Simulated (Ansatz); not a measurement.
# How fast states decay through KBaH3

A new crystal, KBaH3: structure, gap and complex bands. It is built by putting Ba for Mg in the KMgH3 structure of space group Pm-3m, with the volume rescaled by atomic radii. The parent structure comes from the Materials Project.

Method: r2SCAN DFT, plane waves, PAW files, in the first sound run; inputs show where later runs differ, in Ansatz 0.2.0.

The structure was built from a prototype and need not be the compound's stable phase.

### Step 1. The structure

The structure is cubic, space group Pm-3m (No. 221). The conventional cell has a = 4.417 Å, b = 4.417 Å, c = 4.417 Å, α = 90.00°, β = 90.00°, γ = 90.00°. Nearest to K lie 12 H at 3.12 Å. Nearest to Ba lie 6 H at 2.21 Å. H has 2 Ba at 2.21 Å nearest. It derives from KMgH3. Ba for Mg in the KMgH3 structure of space group Pm-3m. Farther neighbours are not listed.

### Step 2. Cell and atoms at rest

The substituted atoms don't fit the parent's cell, so cell and atoms relax together. A small smearing keeps the run stable in case the gap closes on the way.

File input.yaml:

```yaml
crystal:
  lattice:
    - [4.4167352162, 0.0, 0.0]
    - [0.0, 4.4167352162, 0.0]
    - [0.0, 0.0, 4.4167352162]
  atoms:
    - { symbol: K, position: [0.0, 0.0, 0.0] }
    - { symbol: Ba, position: [0.5, 0.5, 0.5] }
    - { symbol: H, position: [0.5, 0.0, 0.5] }
    - { symbol: H, position: [0.5, 0.5, 0.0] }
    - { symbol: H, position: [0.0, 0.5, 0.5] }
kpoints:
  mp_grid: { grid: [6, 6, 6] }
scf:
  occupations: { method: gaussian, width: 0.03 }
hamiltonian:
  xc: r2scan
output:
  forces: true
  stress: true
relax:
  f_tol: 0.02
  max_steps: 60
  cell: {}
```

Started as:

```
$ ansatz run input.yaml --threads 2 --pin off --max-ram 4096MiB --backend cpu --events-out ev --progress --plain --runs-dir out
```

Numbers of over 12 decimals in the logs are rounded to 6 here.

Output:

```text
Engine: ansatz 0.2.0, aarch64-unknown-linux-gnu
Pseudopotentials: kind: paw
Pseudopotential: K, paw, valence charge 9, recommended cutoff 500 eV (meta_gga), K.paw.azcp
Pseudopotential: Ba, paw, valence charge 10, recommended cutoff 500 eV (meta_gga), Ba.paw.azcp
Pseudopotential: H, paw, valence charge 1, recommended cutoff 500 eV (meta_gga), H.paw.azcp
Functional definition: r2SCAN
  parameter k0 = 0.174
  parameter k1 = 0.065
  parameter a1 = 4.9479
  exchange = r2scan_x(k0 = k0, k1 = k1, a1 = a1)
  correlation = r2scan_c
Crystal: 5 atoms, lattice volume = 86.160 Å³
Basis set: ecut = 500 eV, 2109 PW (Γ), exchange–correlation on 144×144×144 points (64 copies of the dense FFT grid, shifted against one another)
Bands: 16, of which v1, the nominal top of the filled ones, is band 11 counted from 1 (10 counted from 0)
Symmetry: 48 space group operations
Space group: Pm-3m (ITA 221), of the structure as read, at distance tolerance 4.4e-5 Å
k-points: 20 of 216
Non-local potential: K, projectors of the file, l = 0: 3, l = 1: 2, l = 2: 2
Non-local potential: Ba, projectors of the file, l = 0: 3, l = 1: 2, l = 2: 2, l = 3: 2
Non-local potential: H, projectors of the file, l = 0: 2, l = 1: 1
PAW form: soft (Blöchl's): semilocal exchange-correlation on the pseudo side does not see the compensation charge
PAW frozen core: K, regenerated for the run's functional (the file was generated under x = pbe(κ = 0.804, μ = 0.219515), c = pbe(β = 0.066725))
PAW frozen core: Ba, regenerated for the run's functional (the file was generated under x = pbe(κ = 0.804, μ = 0.219515), c = pbe(β = 0.066725))
PAW one-centre angular grid: K, 302 points (default); XC on 160 Gauss nodes
PAW one-centre angular grid: Ba, 302 points (default); XC on 160 Gauss nodes
PAW one-centre angular grid: H, 302 points (default); XC on 160 Gauss nodes
Initial density: superposition of atomic densities (neutral atoms: chi_scale 0, normalization atom), corrected by the library's trained network
Initial wavefunctions: pseudopotential atomic-orbital guess
Functional: x = r2scan, c = r2scan; τ floored in thin density (d = 2e-4 eV/Å³)
SCF iter   1: F=—  HF=-7554.306015 eV  |F-HF|=—  |Δ(HF+E_count)|=         —  Δρ=9.38e-3  dr2=1.21e-1  dr2_τ=2.29e-2  ethr=1.77e-3  ⟨swp⟩=7.0  Hψ=2051  notcnv=0
preconditioner: auto → Resta (q_TF=auto, 2.173 Å⁻¹)  ε∞=2.5  [insulator: Δε(μ)=0.990 eV  Ē_g=13.866 eV  σ=0.030 eV  W_gap=1.00  n_scr=18 (ndim 8)  ℏωp=17.0 eV  f_vac=0.000  D(μ)=0.00/eV (n_scr^D=0)  ε∞_Penn≈2.5]
SCF iter   2: F=—  HF=-7554.363271 eV  |F-HF|=—  |Δ(HF+E_count)|=   5.73e-2  Δρ=4.71e-3  dr2=3.68e-2  dr2_τ=5.75e-4  ethr=5.50e-4  ⟨swp⟩=3.5  Hψ=752  notcnv=0  defer=20
SCF iter   3: F=—  HF=-7554.353278 eV  |F-HF|=—  |Δ(HF+E_count)|=   9.99e-3  Δρ=1.21e-3  dr2=7.63e-4  dr2_τ=1.15e-4  ethr=1.67e-4  ⟨swp⟩=3.8  Hψ=603  notcnv=0
automatic band count: iteration 3 solves 15 bands in place of 16: the levels show a gap, and the empty bands left out lie too high to hold charge; the band table lists the bands solved (type scf.n_extra_bands for more)
SCF iter   4: F=—  HF=-7554.353731 eV  |F-HF|=—  |Δ(HF+E_count)|=   4.53e-4  Δρ=2.48e-4  dr2=7.09e-5  dr2_τ=6.58e-6  ethr=3.47e-6  ⟨swp⟩=3.0  Hψ=570  notcnv=0
SCF iter   5: F=—  HF=-7554.353734 eV  |F-HF|=—  |Δ(HF+E_count)|=   3.03e-6  Δρ=5.18e-5  dr2=2.90e-6  dr2_τ=1.31e-7  ethr=3.22e-7  ⟨swp⟩=3.0  Hψ=520  notcnv=0
SCF iter   6: F=-7554.353735 eV  HF=-7554.353735 eV  |F-HF|=1.81e-9  |Δ(HF+E_count)|=   6.81e-7  Δρ=7.44e-6  dr2=6.66e-8  dr2_τ=2.46e-9  ethr=4.55e-10  ⟨swp⟩=3.8  Hψ=1325  notcnv=0
SCF 1 converged in 6 iterations: F = -7554.353735 eV  dr2 = 6.66e-8
  greatest PAW one-centre occupation: 0.989 electrons in one spin orbital (limit 2), on the K atom at site 0 (counted from 0), in its partial waves of l = 0
relax step   1: F+E_penalty+E_count = -7554.35373478 eV  Δ(F+E_penalty+E_count) = +0.000e0 eV  max|allowed force component| = 3.876e-29 eV/Å  Δτ_max = 0.0000 Å  P = +17.932 GPa  Ω = 86.160 Å³  (6 SCF iters, dr2 threshold 1.00e-7 eV, accepted)
Crystal: 5 atoms, lattice volume = 99.385 Å³
Basis set: ecut = 500 eV, 2517 PW (Γ), exchange–correlation on 144×144×144 points (64 copies of the dense FFT grid, shifted against one another)
Initial density: handed on by an earlier stage of this run
Initial wavefunctions: those handed on with the density
iter 1 solved again at ethr=1.10e-3 eV; its pass at ethr=3.10e-3 eV (dr2=2.43e-1 eV) is discarded
SCF iter   1: F=—  HF=-7555.111953 eV  |F-HF|=—  |Δ(HF+E_count)|=         —  Δρ=1.25e-2  dr2=2.42e-1  dr2_τ=1.24e-1  ethr=1.10e-3  ⟨swp⟩=1.0  Hψ=2236  notcnv=0
automatic band count: iteration 1 solves 14 bands in place of 16: the levels show a gap, and the empty bands left out lie too high to hold charge; the band table lists the bands solved (type scf.n_extra_bands for more)
preconditioner: auto → Resta (q_TF=auto, 2.122 Å⁻¹)  ε∞=2.5  [insulator: Δε(μ)=1.251 eV  Ē_g=12.849 eV  σ=0.030 eV  W_gap=1.00  n_scr=18 (ndim 8)  ℏωp=15.8 eV  f_vac=0.011  D(μ)=0.00/eV (n_scr^D=0)  ε∞_Penn≈2.5]
SCF iter   2: F=—  HF=-7555.455995 eV  |F-HF|=—  |Δ(HF+E_count)|=   3.44e-1  Δρ=4.28e-3  dr2=3.75e-2  dr2_τ=1.24e-3  ethr=1.10e-3  ⟨swp⟩=3.0  Hψ=614  notcnv=0
SCF iter   3: F=—  HF=-7555.445900 eV  |F-HF|=—  |Δ(HF+E_count)|=   1.01e-2  Δρ=9.41e-4  dr2=2.02e-3  dr2_τ=2.66e-4  ethr=1.70e-4  ⟨swp⟩=3.0  Hψ=461  notcnv=0
SCF iter   4: F=—  HF=-7555.445708 eV  |F-HF|=—  |Δ(HF+E_count)|=   1.92e-4  Δρ=4.33e-4  dr2=2.19e-4  dr2_τ=9.10e-6  ethr=9.17e-6  ⟨swp⟩=2.8  Hψ=533  notcnv=0
SCF iter   5: F=—  HF=-7555.445733 eV  |F-HF|=—  |Δ(HF+E_count)|=   2.55e-5  Δρ=6.13e-5  dr2=3.66e-6  dr2_τ=3.59e-7  ethr=9.94e-7  ⟨swp⟩=2.0  Hψ=468  notcnv=0
SCF iter   6: F=-7555.445735 eV  HF=-7555.445735 eV  |F-HF|=5.23e-8  |Δ(HF+E_count)|=   1.97e-6  Δρ=1.21e-5  dr2=1.26e-7  dr2_τ=1.29e-8  ethr=2.27e-9  ⟨swp⟩=5.5  Hψ=1244  notcnv=0
SCF 2 converged in 6 iterations: F = -7555.445735 eV  dr2 = 1.26e-7
relax step   2: F+E_penalty+E_count = -7555.44573546 eV  Δ(F+E_penalty+E_count) = -1.092e0 eV  max|allowed force component| = 4.049e-30 eV/Å  Δτ_max = 0.0000 Å  P = +9.358 GPa  Ω = 99.385 Å³  energy of the carried Pulay correction = -1.531e-3 eV  (6 SCF iters, dr2 threshold 5.00e-7 eV, accepted)
Crystal: 5 atoms, lattice volume = 113.898 Å³
Basis set: ecut = 500 eV, 2945 PW (Γ), exchange–correlation on 144×144×144 points (64 copies of the dense FFT grid, shifted against one another)
iter 1 solved again at ethr=8.53e-4 eV; its pass at ethr=3.10e-3 eV (dr2=1.88e-1 eV) is discarded
SCF iter   1: F=—  HF=-7555.693809 eV  |F-HF|=—  |Δ(HF+E_count)|=         —  Δρ=1.01e-2  dr2=1.90e-1  dr2_τ=1.10e-1  ethr=8.53e-4  ⟨swp⟩=1.4  Hψ=2475  notcnv=0
automatic band count: iteration 1 solves 14 bands in place of 16: the levels show a gap, and the empty bands left out lie too high to hold charge; the band table lists the bands solved (type scf.n_extra_bands for more)
preconditioner: auto → Resta (q_TF=auto, 2.074 Å⁻¹)  ε∞=2.5  [insulator: Δε(μ)=1.713 eV  Ē_g=9.939 eV  σ=0.030 eV  W_gap=1.00  n_scr=18 (ndim 8)  ℏωp=12.1 eV  f_vac=0.026  D(μ)=0.00/eV (n_scr^D=0)  ε∞_Penn≈2.5]
SCF iter   2: F=—  HF=-7556.034241 eV  |F-HF|=—  |Δ(HF+E_count)|=   3.40e-1  Δρ=3.38e-3  dr2=2.89e-2  dr2_τ=1.05e-3  ethr=8.53e-4  ⟨swp⟩=3.6  Hψ=640  notcnv=0
SCF iter   3: F=—  HF=-7556.026760 eV  |F-HF|=—  |Δ(HF+E_count)|=   7.48e-3  Δρ=8.29e-4  dr2=2.14e-3  dr2_τ=3.13e-4  ethr=1.31e-4  ⟨swp⟩=3.6  Hψ=591  notcnv=0
SCF iter   4: F=—  HF=-7556.026451 eV  |F-HF|=—  |Δ(HF+E_count)|=   3.09e-4  Δρ=3.86e-4  dr2=2.67e-4  dr2_τ=6.56e-6  ethr=9.71e-6  ⟨swp⟩=2.4  Hψ=462  notcnv=0
SCF iter   5: F=—  HF=-7556.026480 eV  |F-HF|=—  |Δ(HF+E_count)|=   2.90e-5  Δρ=9.89e-5  dr2=1.16e-5  dr2_τ=1.07e-6  ethr=1.22e-6  ⟨swp⟩=2.0  Hψ=467  notcnv=0
SCF iter   6: F=-7556.026480 eV  HF=-7556.026480 eV  |F-HF|=1.17e-7  |Δ(HF+E_count)|=   1.15e-7  Δρ=1.58e-5  dr2=2.53e-7  dr2_τ=6.19e-8  ethr=2.27e-9  ⟨swp⟩=4.8  Hψ=1605  notcnv=0
SCF 3 converged in 6 iterations: F = -7556.026480 eV  dr2 = 2.53e-7
relax step   3: F+E_penalty+E_count = -7556.02648013 eV  Δ(F+E_penalty+E_count) = -5.807e-1 eV  max|allowed force component| = 2.727e-30 eV/Å  Δτ_max = 0.0000 Å  P = +4.001 GPa  Ω = 113.898 Å³  energy of the carried Pulay correction = -2.981e-3 eV  (6 SCF iters, dr2 threshold 5.00e-7 eV, accepted)
[...]
relax step   4: F+E_penalty+E_count = -7556.23161772 eV  Δ(F+E_penalty+E_count) = -2.051e-1 eV  max|allowed force component| = 1.466e-30 eV/Å  Δτ_max = 0.0000 Å  P = +1.009 GPa  Ω = 127.792 Å³  energy of the carried Pulay correction = -4.188e-3 eV  (6 SCF iters, dr2 threshold 5.00e-7 eV, accepted)
[...]
relax step   5: F+E_penalty+E_count = -7556.25177612 eV  Δ(F+E_penalty+E_count) = -2.016e-2 eV  max|allowed force component| = 7.284e-30 eV/Å  Δτ_max = 0.0000 Å  P = +0.003 GPa  Ω = 134.613 Å³  energy of the carried Pulay correction = -4.727e-3 eV  (6 SCF iters, dr2 threshold 5.00e-7 eV, accepted)
[...]
relax step   6: F+E_penalty+E_count = -7556.26812914 eV  Δ(F+E_penalty+E_count) = -1.635e-2 eV  max|allowed force component| = 2.510e-29 eV/Å  Δτ_max = 0.0000 Å  P = +0.092 GPa  Ω = 134.613 Å³  stress off target by 9.22e-2 GPa  SCF on the basis re-selected at this cell (its energy is not comparable with the rows above)  (6 SCF iters)
[...]
relax step   7: F+E_penalty+E_count = -7556.26829668 eV  Δ(F+E_penalty+E_count) = -1.675e-4 eV  max|allowed force component| = 1.267e-30 eV/Å  Δτ_max = 0.0000 Å  P = +0.004 GPa  Ω = 135.306 Å³  energy of the carried Pulay correction = -4.098e-5 eV  (5 SCF iters, dr2 threshold 2.12e-8 eV, accepted)
iter 1 solved again at ethr=3.95e-8 eV; its pass at ethr=3.10e-3 eV (dr2=8.70e-6 eV) is discarded
SCF iter   1: F=—  HF=-7556.268345 eV  |F-HF|=—  |Δ(HF+E_count)|=         —  Δρ=1.33e-5  dr2=1.67e-8  dr2_τ=1.15e-8  ethr=3.95e-8  ⟨swp⟩=3.2  Hψ=3089  notcnv=0
preconditioner: auto → Resta (q_TF=auto, 2.016 Å⁻¹)  ε∞=2.9  [insulator: Δε(μ)=2.390 eV  Ē_g=5.708 eV  σ=0.030 eV  W_gap=1.00  n_scr=18 (ndim 8)  ℏωp=7.8 eV  f_vac=0.014  D(μ)=0.00/eV (n_scr^D=0)  ε∞_Penn≈2.9]
SCF iter   2: F=—  HF=-7556.268346 eV  |F-HF|=—  |Δ(HF+E_count)|=   1.28e-6  Δρ=6.70e-6  dr2=4.86e-9  dr2_τ=2.69e-8  ethr=7.61e-11  ⟨swp⟩=2.0  Hψ=541  notcnv=0
SCF iter   3: F=—  HF=-7556.268346 eV  |F-HF|=—  |Δ(HF+E_count)|=   3.89e-7  Δρ=2.55e-7  dr2=8.03e-11  dr2_τ=1.84e-11  ethr=2.21e-11  ⟨swp⟩=2.0  Hψ=540  notcnv=0
SCF iter   4: F=-7556.268346 eV  HF=-7556.268346 eV  |F-HF|=8.19e-12  |Δ(HF+E_count)|=  2.71e-10  Δρ=7.19e-8  dr2=5.21e-12  dr2_τ=2.20e-12  ethr=1.00e-12  ⟨swp⟩=4.0  Hψ=1040  notcnv=0
SCF 8 converged in 4 iterations: F = -7556.268346 eV  dr2 = 5.21e-12
relax step   8: F+E_penalty+E_count = -7556.26834591 eV  Δ(F+E_penalty+E_count) = -4.922e-5 eV  max|allowed force component| = 1.430e-30 eV/Å  Δτ_max = 0.0000 Å  P = +0.005 GPa  Ω = 135.306 Å³  stress off target by 4.63e-3 GPa  SCF on the basis re-selected at this cell (its energy is not comparable with the rows above)  (4 SCF iters)
basis re-selected at this cell: Δ(F+E_penalty+E_count) = -4.922e-5 eV, ΔP = +0.000 GPa vs the last step (what re-selecting the basis moved, of the pressure what is left beyond the Pulay correction that the steps carried, after the strain that the cell walked since its last selection, with what the two solves' SCF thresholds leave and, on support functions, any second-order correction that the steps lacked; it is no m [...]
SCF converged after 4 iterations
Free energy (F): -7556.268346 eV
Harris-Foulkes:  -7556.268346 eV  (|F-HF|=8.19e-12)
Internal energy: -7556.268346 eV  (E = F + TS)
E sigma→0 (E₀):  -7556.268346 eV
Fermi energy:    2.686266 eV
--- Per-component energies (eV) ---
  E_band       = -244.713156
  E_kinetic    = 461.225440
  E_local      = -1113.551039  (includes V_loc(G=0)·N_el)
  E_nonlocal   = 72.109707
  E_hartree    = 374.031548
  E_xc         = -317.537676
  E_vxc        = -370.842106  (∫ρ·V_xc dr)
  E_paw        = -6040.732092  (= ΣΔE_a)
  E_vpaw       = -62.061946  (= ΣTr[D̂ρ^β])
  E_aug_tail   = -0.001221  (compensation charges beyond the density's cutoff)
  E_vtau       = 20.344926  (kinetic-family band-sum trace: ∫τ·v_τ [+ j·A + Jᵃ·Aᵃ] dr)
  E_ewald      = -991.687242
  E_core_change = -0.125769  (= ΣΔE_core)
  E_smearing   = -0.000000  (= −TS)
  E_closure    = 0.000000  (closes the sum)
  Σ components = -7556.268346   (vs F -7556.268346, Δ=0.00e0)
--- Forces (eV/Å), atoms counted from 1 ---
  atom   1  K      0.00000000     0.00000000     0.00000000
  atom   2  Ba    -0.00000000     0.00000000     0.00000000
  atom   3  H     -0.00000000     0.00000000     0.00000000
  atom   4  H      0.00000000     0.00000000    -0.00000000
  atom   5  H      0.00000000     0.00000000     0.00000000
  max |Σ_I F_I| component: 1.25e-30 eV/Å
--- Stress (GPa, compression-positive) ---
        0.004633       0.000000      -0.000000
        0.000000       0.004633      -0.000000
       -0.000000      -0.000000       0.004633
  P = ⅓ Tr σ = 0.0046 GPa (0.046 kbar)
--- Relaxed structure (6 steps of the walk, 6 accepted, 2 SCFs on fresh bases) ---
  F+E_penalty+E_count = -7556.26834591 eV   max|allowed force component| = 1.430e-30 eV/Å   (the final SCF, on the basis selected at the relaxed cell)
  cell:  # Å, volume = 135.3062 Å³
    - [5.133803, 0, 0]
    - [0, 5.133803, 0]
    - [0, 0, 5.133803]
  atoms:
    - { symbol: K, position: [0, 0, 0] }
    - { symbol: Ba, position: [0.5, 0.5, 0.5] }
    - { symbol: H, position: [0.5, 0, 0.5] }
    - { symbol: H, position: [0.5, 0.5, 0] }
    - { symbol: H, position: [0, 0.5, 0.5] }
```

Run time: 22 s. Hardware: 2 threads of Arm Neoverse V2, shared host; peak memory 0.68 GiB.

The steps of the relaxation:

| step | energy less that of the first step (eV) | largest force component (eV/Å) | pressure (GPa) | volume (Å³) |
| --- | --- | --- | --- | --- |
| 1 | 0.0000 | 0.0000 | 17.93 | 86.16 |
| 2 | -1.0920 | 0.0000 | 9.36 | 99.38 |
| 3 | -1.6727 | 0.0000 | 4.00 | 113.90 |
| 4 | -1.8779 | 0.0000 | 1.01 | 127.79 |
| 5 | -1.8980 | 0.0000 | 0.00 | 134.61 |
| 6* | -1.9144 | 0.0000 | 0.09 | 134.61 |
| 7 | -1.9146 | 0.0000 | 0.00 | 135.31 |
| 8* | -1.9146 | 0.0000 | 0.00 | 135.31 |

Relaxation steps marked * repeat the geometry before them on a plane-wave basis chosen anew for their cell, so energy and pressure can jump there.

Forces are held to the 48 operations that the run works with; a distortion that breaks them can't arise in this run.

| cell as run | before | after | change |
| --- | --- | --- | --- |
| a (Å) | 4.417 | 5.134 | +16.2 % |
| b (Å) | 4.417 | 5.134 | +16.2 % |
| c (Å) | 4.417 | 5.134 | +16.2 % |
| volume (Å³/atom) | 17.23 | 27.06 | +57.0 % |

The relaxed structure:

```cif
data_structure
_symmetry_space_group_name_H-M 'P 1'
_symmetry_Int_Tables_number 1
_cell_length_a 5.1338
_cell_length_b 5.1338
_cell_length_c 5.1338
_cell_angle_alpha 90.000
_cell_angle_beta 90.000
_cell_angle_gamma 90.000
_cell_volume 135.31
loop_
_atom_site_label
_atom_site_type_symbol
_atom_site_fract_x
_atom_site_fract_y
_atom_site_fract_z
_atom_site_occupancy
K1 K 0.00000 0.00000 0.00000 1
Ba2 Ba 0.50000 0.50000 0.50000 1
H3 H 0.50000 0.00000 0.50000 1
H4 H 0.50000 0.50000 0.00000 1
H5 H 0.00000 0.50000 0.50000 1
```

Numbers from this step:

```yaml
free_energy: -7556.2683 eV
fermi_energy: 2.686 eV
pressure: 0.004633 GPa
```

The largest force component on a free atom ends at 1.4e-30 eV/Å.

(Continued in part 2 of 3.)

[Logs are printed without paths, hosts, clocks, repeated set-up lines and the standing remarks that a program may print on its own settings, such as how far it seeks lower states.]

[Hosts, paths, dates, database ids (printed as entryN), source tags and the programs' standing remarks are cut or masked in the printed files.]
